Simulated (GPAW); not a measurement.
# Core-hole calculation of the B K edge in HfB (Fm-3m)

What does one-electron theory with a core hole give for the B K edge of HfB (Fm-3m)?

Main program and level: GPAW 26.7.0; X-ray absorption from dipole matrix elements to empty bands, plane-wave PAW PBE, without spin-orbit coupling.

**1. The starting structure**

It takes space group Fm-3m (No. 225, cubic). The conventional cell has a = 4.620 Å, b = 4.620 Å, c = 4.620 Å, α = 90.00°, β = 90.00°, γ = 90.00°. Nearest to Hf lie 6 B at 2.31 Å. Nearest to B lie 6 Hf at 2.31 Å. Farther neighbours are not listed.

As a file:

```cif
data_structure
_symmetry_space_group_name_H-M 'Fm-3m'
_symmetry_Int_Tables_number 225
_cell_length_a 4.6200
_cell_length_b 4.6200
_cell_length_c 4.6200
_cell_angle_alpha 90.000
_cell_angle_beta 90.000
_cell_angle_gamma 90.000
_cell_volume 98.61
loop_
_atom_site_label
_atom_site_type_symbol
_atom_site_symmetry_multiplicity
_atom_site_Wyckoff_symbol
_atom_site_fract_x
_atom_site_fract_y
_atom_site_fract_z
_atom_site_occupancy
Hf1 Hf 4 b 0.50000 0.00000 0.00000 1
B1 B 4 a 0.00000 0.00000 0.00000 1
```

**2. The field without a hole**

A plain self-consistent run shows whether there is a gap, which decides the set-up of the core-hole run.

Contents of scf.py:

```python
import numpy as np
from ase import Atoms
from ase.parallel import parprint, paropen
from gpaw import GPAW, PW, FermiDirac, Mixer, MixerDif, setup_paths
from gpaw.test import gen
setup_paths.insert(0, '.')
gen('B', name='nch1s', xcname='PBE', corehole=(1, 0, 0), write_xml=True)
from gpaw.mpi import world
world.barrier()

atoms = Atoms('HfB',
    cell=[[0, 2.31, 2.31],
     [2.31, 0, 2.31],
     [2.31, 2.31, 0]],
    scaled_positions=[[0.5, 0.5, 0.5],
     [0, 0, 0]],
    pbc=True)
atoms.calc = calc = GPAW(legacy_gpaw=True, mode=PW(430, force_complex_dtype=True), xc='PBE', setups={1: 'nch1s'},
    kpts={'size': (9, 9, 9), 'gamma': True}, occupations=FermiDirac(0.05),
    charge=0, mixer=Mixer(0.1, 5, 50), maxiter=150,
    convergence={'density': 0.0001, 'eigenstates': 1e-6}, txt='scf.txt')
energy = atoms.get_potential_energy() + calc.get_reference_energy()
ef = calc.get_fermi_level()
out = dict(energy=energy, fermi=ef, forces=atoms.get_forces().tolist())
parprint(f'all-electron energy {energy:.4f} eV, Fermi level {ef:.4f} eV')
ev = np.array([[calc.get_eigenvalues(k, s) for k in range(len(calc.get_ibz_k_points()))] for s in range(calc.get_number_of_spins())])
out['homo'], out['lumo'], out['counts'] = ev[ev < ef].max(), ev[ev > ef].min(), sorted(set((ev < ef).sum((0, 2)).tolist()))
out['filled'] = (ev[:, 0] < ef).sum(1).tolist()
import json
with paropen('out.json', 'w') as f:
    json.dump(out, f)
```

Run with:

```console
$ OMP_NUM_THREADS=1 mpirun -n 4 gpaw python scf.py
```

Numbers of over 12 decimals in the logs are rounded to 6 here.

The log of the run:

```text
Input parameters:
  convergence: {density: 0.0001,
                eigenstates: 1e-06}
  kpts: {gamma: True,
         size: (9, 9, 9)}
  maxiter: 150
  mixer: {backend: pulay,
          beta: 0.1,
          method: separate,
          nmaxold: 5,
          weight: 50}
  mode: {ecut: 430.0,
         force_complex_dtype: True,
         name: pw}
  occupations: {fixmagmom: False,
                name: fermi-dirac,
                width: 0.05}
  setups: {1: nch1s}
  xc: PBE

Initialize ...

[... PAW data sets ...]

Reference energy: -410555.604907  # eV

Spin-paired calculation

[... convergence settings ...]
Symmetries present (total): 48
  [... symmetry matrices ...]

729 k-points: 9 x 9 x 9 Monkhorst-Pack grid
35 k-points in the irreducible part of the Brillouin zone
       k-points in crystal coordinates                weights
   0:     0.00000000    0.00000000    0.00000000          1/729
   1:     0.11111111    0.11111111    0.00000000          6/729
   2:     0.11111111    0.11111111    0.11111111          8/729
   3:     0.22222222    0.11111111    0.11111111         12/729
   4:     0.22222222    0.22222222    0.00000000          6/729
   5:     0.22222222    0.22222222    0.11111111         24/729
   6:     0.22222222    0.22222222    0.22222222          8/729
   7:     0.33333333    0.22222222    0.11111111         24/729
   8:     0.33333333    0.22222222    0.22222222         24/729
   9:     0.33333333    0.33333333   -0.33333333         12/729
          ...
  34:     0.44444444    0.44444444    0.44444444          8/729

Wave functions: Plane wave expansion
  Cutoff energy: 430.000 eV
  Number of coefficients (min, max): 488, 531
  Pulay-stress correction: 0.000000 eV/Ang^3 (de/decut=0.000000)
  Using FFTW library
  Wavefunction extrapolation:
    Improved wavefunction reuse through dual PAW basis

Occupation numbers: Fermi-Dirac:
  width: 0.0500  # eV

Eigensolver
   Davidson(niter=2)

Densities:
  Coarse grid: 16*16*16 grid
  Fine grid: 32*32*32 grid
  Total Charge: 0.000000

Density mixing:
  Method: separate
  Backend: pulay
  Linear mixing parameter: 0.1
  old densities: 5
  Width of damping distribution: 1.1
  Damping of long wavelength oscillations: 50

[... Hamiltonian set-up ...]
Number of atoms: 2
Number of atomic orbitals: 17
Number of bands in calculation: 13
Number of valence electrons: 15
Bands to converge: occupied

... initialized

Initializing position-dependent things.

Density initialized from atomic densities
Creating initial wave functions:
  13 bands from LCAO basis set

               Hf

       B

Atomic positions and initial magnetic moments

Positions:
   0 Hf     2.310000    2.310000    2.310000    ( 0.0000,  0.0000,  0.0000)
   1 B      0.000000    0.000000    0.000000    ( 0.0000,  0.0000,  0.0000)

Unit cell:
           periodic     x           y           z      points  spacing
  1. axis:    yes    0.000000    2.310000    2.310000    16     0.1667
  2. axis:    yes    2.310000    0.000000    2.310000    16     0.1667
  3. axis:    yes    2.310000    2.310000    0.000000    16     0.1667

  Lengths:   3.266833   3.266833   3.266833
  Angles:   60.000000  60.000000  60.000000

Effective grid spacing dv^(1/3) = 0.1819

iter:   1   -15.497710
iter:   2   -15.131875   -1.41  -1.01
iter:   3   -14.647020   -0.82  -1.11
iter:   4   -14.647957   -1.90  -1.68
iter:   5   -14.737373   -1.57  -1.67
iter:   6   -14.694820   -2.78  -1.80
iter:   7   -14.686538   -2.89  -2.19
iter:   8   -14.685975   -3.81  -2.59
iter:   9   -14.685315c  -3.83  -2.73
iter:  10   -14.685515c  -5.08  -3.17
iter:  11   -14.685272c  -4.31  -3.02
iter:  12   -14.685268c  -5.01  -3.56
iter:  13   -14.685268c  -6.09c -4.61c

Converged after 13 iterations.

Dipole moment: (-0.000000, -0.000000, -0.000000) |e|*Ang

Energy contributions relative to reference atoms: (reference = -410555.604907)

Kinetic:        +37.465041
Potential:      -33.007258
External:        +0.000000
XC:             -18.662088
Entropy (-ST):   -0.006030
Local:           -0.477947
SIC:             +0.000000
--------------------------
Free energy:    -14.688283
Extrapolated:   -14.685268

Showing only first 2 kpts
 Kpt  Band  Eigenvalues  Occupancy
  0     5     12.62113    0.00000
  0     6     12.62113    0.00000
  0     7     12.62113    0.00000
  0     8     14.42247    0.00000

  1     5     11.33946    0.00000
  1     6     12.04257    0.00000
  1     7     12.19644    0.00000
  1     8     12.19644    0.00000

Fermi level: 10.40694

No gap
No difference between direct/indirect transitions

Forces in eV/Ang:
  0 Hf    0.00000    0.00000    0.00000
  1 B     0.00000    0.00000    0.00000
Scalar-relativistic atomic PBE calculation for B (Boron, Z=5)
Core hole in 1s state (1s occupation: 2.0)
300 radial gridpoints.
|------------------------------------------------|
|------------------------------------------------|
[... the atom generator's iteration count ...]

Energy contributions:
-------------------------
Kinetic:      +24.518211
XC:            -3.799311
Potential:    -45.322190
-------------------------
Total:        -24.603290

state      eigenvalue         ekin         rmax
-----------------------------------------------
1s^2.0 :    -6.636470    10.846863        0.210
2s^2.0 :    -0.347030     1.046423        1.517
2p^1.0 :    -0.132526     0.731638        1.578
-----------------------------------------------
(units: Bohr and Hartree)

Generating PAW setup
Kinetic energy of the core from tauc = 21.700730
Cutoffs:
rc(s)=1.200
rc(p)=1.200
rc(d)=1.200
rc(vbar)=1.080
rc(comp)=1.200
rc(nct)=1.200

Kinetic energy of the core states: 21.693726
Charge: 0.0
Core electrons: 2.0
Valence electrons: 3.0
Pseudo-core charge: 0.111564
Shape function alpha=6.944
Pseudo-electron charge 3.104757
state    eigenvalue         norm
--------------------------------
2s(2) :    -0.347030     1.005232
*s    :     0.652970
2p(1) :    -0.132526     0.982729
*p    :     0.867474
*d    :     0.000000
--------------------------------

Diagonalizing with gridspacing h=0.050

state   all-electron     PAW
-------------------------------
2s:      -0.347030    -0.347449
2p:      -0.132526    -0.132867
*d:                    0.040435
*f:                    0.071313
-------------------------------
all-electron energy -410570.2902 eV, Fermi level 10.4069 eV
```

It took 4.3 s on 4 MPI ranks of Intel Xeon Platinum 8488C (Sapphire Rapids), shared host; peak memory 0.16 GiB; 16 s of CPU time.

The mesh shows no gap, so the system is treated as a metal and the core electron is put at the Fermi level (neutral cell).

**3. Spectrum without a core hole, B atom 2**

This cheap baseline ignores the attraction of the hole: it shows the absorber's empty states as they are in the ground state. The data set with a hole of occupation 0 only carries the core orbital.

The absorber has 6 Hf at 2.31 Å (octahedral, site symmetry m-3m).

Contents of xas.py:

```python
import numpy as np
from ase import Atoms
from ase.parallel import parprint, paropen
from gpaw import GPAW, PW, FermiDirac, Mixer, MixerDif, setup_paths
from gpaw.test import gen
setup_paths.insert(0, '.')
gen('B', name='nch1s', xcname='PBE', corehole=(1, 0, 0), write_xml=True)
from gpaw.mpi import world
world.barrier()

atoms = Atoms('HfB',
    cell=[[0, 2.31, 2.31],
     [2.31, 0, 2.31],
     [2.31, 2.31, 0]],
    scaled_positions=[[0.5, 0.5, 0.5],
     [0, 0, 0]],
    pbc=True)
atoms.calc = calc = GPAW(legacy_gpaw=True, mode=PW(430, force_complex_dtype=True), xc='PBE', setups={1: 'nch1s'},
    kpts={'size': (13, 13, 13), 'gamma': True}, occupations=FermiDirac(0.1),
    charge=0, mixer=Mixer(0.1, 5, 50), maxiter=150,
    convergence={'density': 0.0001, 'eigenstates': 1e-6}, txt='scf.txt')
energy = atoms.get_potential_energy() + calc.get_reference_energy()
ef = calc.get_fermi_level()
out = dict(energy=energy, fermi=ef, forces=atoms.get_forces().tolist())
parprint(f'all-electron energy {energy:.4f} eV, Fermi level {ef:.4f} eV')
ev = np.array([[calc.get_eigenvalues(k, s) for k in range(len(calc.get_ibz_k_points()))] for s in range(calc.get_number_of_spins())])
out['homo'], out['lumo'], out['counts'] = ev[ev < ef].max(), ev[ev > ef].min(), sorted(set((ev < ef).sum((0, 2)).tolist()))
out['filled'] = (ev[:, 0] < ef).sum(1).tolist()

from ase.units import Ha
from gpaw.xas import dipole_matrix_elements
nb = int(calc.get_number_of_electrons() / 2) + 23
top = nb
nscf = calc.fixed_density(kpts={'size': (11, 11, 11), 'gamma': True},
    convergence={'eigenstates': 1.0}, txt='nscf.txt')
nscf.diagonalize_full_hamiltonian(nbands=nb)
cell = atoms.cell.array
ops = [cell.T @ U.T @ np.linalg.inv(cell.T) for U in nscf.wfs.kd.symmetry.op_scc]
E = np.arange(-25, 34, 0.1)
fwhm = np.interp(E, [4, 25], [0.9, 3.5])
Y, X, zero, highest = 0, 0, 1e9, 1e9
for spin in range(nscf.get_number_of_spins()):
    wfs = nscf.wfs
    mine = wfs.bd.get_slice()  # this rank's bands
    A = dipole_matrix_elements(wfs.setups[1])
    eps = np.zeros((wfs.kd.nibzkpts, nb))
    d = np.zeros((3, A.shape[1], wfs.kd.nibzkpts, nb), complex)
    for kpt in wfs.kpt_u:
        if kpt.s == spin and 1 in kpt.P_ani:
            eps[kpt.k, mine] = kpt.eps_n * Ha
            d[:, :, kpt.k, mine] = (kpt.weight * wfs.nspins / 2) ** 0.5 * np.inner(A, kpt.P_ani[1])
    world.sum(eps)
    world.sum(d)
    T = np.einsum('amkn,bmkn->abkn', d, d.conj()).real
    T = sum(np.einsum('ai,ijkn,bj->abkn', R, T, R) for R in ops) / len(ops)
    empty = eps > ef
    zero, highest = min(zero, eps[empty].min()), min(highest, eps[:, top - 1].min())
    lines = [(eps, T, empty)] if spin == 0 else lines + [(eps, T, empty)]
for eps, T, empty in lines:
    f = np.einsum('aakn->akn', T).reshape(3, -1)
    x = eps.ravel() - zero
    w = np.interp(x, E, fwhm) / 2.35482
    g = np.exp(-0.5 * ((E[:, None] - x) / w) ** 2) / (w * (2 * np.pi) ** 0.5)
    Y = Y + (f * empty.ravel()) @ g.T
    X = X + (f * ~empty.ravel()) @ g.T
out.update(E=E.round(2).tolist(), xas=Y.tolist(), xes=X.tolist(), zero=zero, valid=highest - zero, nk=len(eps), nb=nb)
for i in range(0, len(E), 10):
    parprint(f'{E[i]:7.2f}', *(f'{v:10.3e}' for v in Y[:, i]))
import json
with paropen('out.json', 'w') as f:
    json.dump(out, f)
```

Run with:

```console
$ OMP_NUM_THREADS=1 mpirun -n 4 gpaw python xas.py
```

The log of the run:

```text
Input parameters:
  convergence: {density: 0.0001,
                eigenstates: 1e-06}
  kpts: {gamma: True,
         size: (13, 13, 13)}
  maxiter: 150
  mixer: {backend: pulay,
          beta: 0.1,
          method: separate,
          nmaxold: 5,
          weight: 50}
  mode: {ecut: 430.0,
         force_complex_dtype: True,
         name: pw}
  occupations: {fixmagmom: False,
                name: fermi-dirac,
[...]
*p    :     0.867474
*d    :     0.000000
--------------------------------

Diagonalizing with gridspacing h=0.050

state   all-electron     PAW
-------------------------------
2s:      -0.347030    -0.347449
2p:      -0.132526    -0.132867
*d:                    0.040435
*f:                    0.071313
-------------------------------
all-electron energy -410570.2830 eV, Fermi level 10.4415 eV
[...]
32.00  5.198e-04  5.198e-04  5.198e-04
  33.00  5.147e-04  5.147e-04  5.147e-04
[key lines of the parts left out:]
Converged after 14 iterations.
Dipole moment: (-0.000000, -0.000000, -0.000000) |e|*Ang
Free energy:    -14.694369
Fermi level: 10.44153
```

It took 9.6 s on 4 MPI ranks; peak memory 0.21 GiB; 38 s of CPU time.

The B K spectrum, B atom 2, no core hole (energy from the lowest empty level; intensity scaled to a mean of 1 over the first 20 eV):

```
E (eV)  intensity
  -2.0       0.00
  -1.4       0.00
  -0.8       0.04
  -0.2       0.50
   0.4       0.96
   1.0       0.80
   1.6       0.61
   2.2       0.66
   2.8       0.69
   3.4       0.60
   4.0       0.58
   4.6       0.60
   5.2       0.72
   5.8       0.83
   6.4       1.03
   7.0       1.17
   7.6       1.19
   8.2       0.95
   8.8       0.67
   9.4       0.55
  10.0       0.58
  10.6       0.59
  11.2       0.56
  11.8       0.60
  12.4       0.72
  13.0       0.90
  13.6       1.16
  14.2       1.42
  14.8       1.65
  15.4       1.85
  16.0       2.01
  16.6       2.00
  17.2       1.83
  17.8       1.56
  18.4       1.27
  19.0       0.99
  19.6       0.75
  20.2       0.57
  20.8       0.45
  21.4       0.39
  22.0       0.37
  22.6       0.36
  23.2       0.36
  23.8       0.35
  24.4       0.34
  25.0       0.33
  25.6       0.34
  26.2       0.36
  26.8       0.39
  27.4       0.41
  28.0       0.43
  28.6       0.47
  29.2       0.53
  29.8       0.62
  30.4       0.73
  31.0       0.83
  31.6       0.92
```

Main maxima below 24 eV (height): 0.4 eV (0.96), 2.6 eV (0.69), 7.4 eV (1.21) and 16.3 eV (2.03). A K edge sees empty p states on the absorber.

The same matrix elements for filled bands give the B K emission of B atom 2 (ground-state approximation; energy from the lowest empty level, largest value 1):

```
E (eV)  emission
-24.00      0.00
-23.25      0.00
-22.50      0.00
-21.75      0.00
-21.00      0.00
-20.25      0.00
-19.50      0.00
-18.75      0.00
-18.00      0.00
-17.25      0.00
-16.50      0.00
-15.75      0.00
-15.00      0.00
-14.25      0.00
-13.50      0.00
-12.75      0.00
-12.00      0.00
-11.25      0.00
-10.50      0.00
 -9.75      0.00
 -9.00      0.00
 -8.25      0.00
 -7.50      0.01
 -6.75      0.02
 -6.00      0.03
 -5.25      0.03
 -4.50      0.03
 -3.75      0.11
 -3.00      0.23
 -2.25      0.30
 -1.50      0.68
 -0.75      0.93
  0.00      0.29
  0.75      0.01
  1.50      0.00
  2.25      0.00
  3.00      0.00
```

Emission maxima: -1.0 eV (1.00).

**4. Reference energy of the supercell**

The photon energy needs a difference of total energies, so the cell and mesh of the coming hole run are first run without a hole.

scf.py, as its differences from that of step 2:

```diff
@@ -10,11 +10,25 @@
 
-atoms = Atoms('HfB',
-    cell=[[0, 2.31, 2.31],
-     [2.31, 0, 2.31],
-     [2.31, 2.31, 0]],
-    scaled_positions=[[0.5, 0.5, 0.5],
-     [0, 0, 0]],
+atoms = Atoms('Hf8B8',
+    cell=[[0, 4.62, 4.62],
+     [4.62, 0, 4.62],
+     [4.62, 4.62, 0]],
+    scaled_positions=[[0.25, 0.25, 0.25],
+     [0.25, 0.25, 0.75],
+     [0.25, 0.75, 0.25],
+     [0.75, 0.25, 0.25],
+     [0.25, 0.75, 0.75],
+     [0.75, 0.25, 0.75],
+     [0.75, 0.75, 0.25],
+     [0.75, 0.75, 0.75],
+     [0, 0, 0],
+     [0, 0, 0.5],
+     [0, 0.5, 0],
+     [0.5, 0, 0],
+     [0, 0.5, 0.5],
+     [0.5, 0, 0.5],
+     [0.5, 0.5, 0],
+     [0.5, 0.5, 0.5]],
     pbc=True)
-atoms.calc = calc = GPAW(legacy_gpaw=True, mode=PW(430, force_complex_dtype=True), xc='PBE', setups={1: 'nch1s'},
-    kpts={'size': (9, 9, 9), 'gamma': True}, occupations=FermiDirac(0.05),
+atoms.calc = calc = GPAW(legacy_gpaw=True, mode=PW(430, force_complex_dtype=True), xc='PBE', setups={8: 'nch1s'},
+    kpts={'size': (5, 5, 5), 'gamma': True}, occupations=FermiDirac(0.1),
     charge=0, mixer=Mixer(0.1, 5, 50), maxiter=150,
```

Run with:

```console
$ OMP_NUM_THREADS=1 mpirun -n 4 gpaw python scf.py
```

The log of the run:

```text
Input parameters:
  convergence: {density: 0.0001,
                eigenstates: 1e-06}
  kpts: {gamma: True,
         size: (5, 5, 5)}
  maxiter: 150
  mixer: {backend: pulay,
          beta: 0.1,
          method: separate,
          nmaxold: 5,
          weight: 50}
  mode: {ecut: 430.0,
         force_complex_dtype: True,
         name: pw}
  occupations: {fixmagmom: False,
                name: fermi-dirac,
[...]
2s(2) :    -0.347030     1.005232
*s    :     0.652970
2p(1) :    -0.132526     0.982729
*p    :     0.867474
*d    :     0.000000
--------------------------------

Diagonalizing with gridspacing h=0.050

state   all-electron     PAW
-------------------------------
2s:      -0.347030    -0.347449
2p:      -0.132526    -0.132867
*d:                    0.040435
*f:                    0.071313
-------------------------------
all-electron energy -3284562.2144 eV, Fermi level 10.4349 eV
[key lines of the parts left out:]
Converged after 22 iterations.
Dipole moment: (-0.000000, -0.000000, -0.000000) |e|*Ang
Free energy:   -117.526079
Fermi level: 10.43494
```

It took 32 s on 4 MPI ranks; peak memory 0.26 GiB; 2.1 min of CPU time.

Reference energy: -3284562.214 eV with the cores included.

(Part 1 of 3 ends here.)

[Banner, clock and machine lines of the logs are left out without a mark of their own.]

[Logs are printed without paths, hosts, clocks, repeated set-up lines and the standing remarks that a program may print on its own settings, such as how far it seeks lower states.]

[Hosts, paths, dates, database ids (printed as entryN), source tags and the programs' standing remarks are cut or masked in the printed files.]

[Lists of maxima count a maximum above −3 eV only where it reaches 4 % of the highest in the window and stands out from its surroundings by 2 % of it (1.5 % where it reaches 55 %); shoulders and weaker maxima are passed over, and of the rest the first, up to two pre-edge ones and the few strongest are named.]
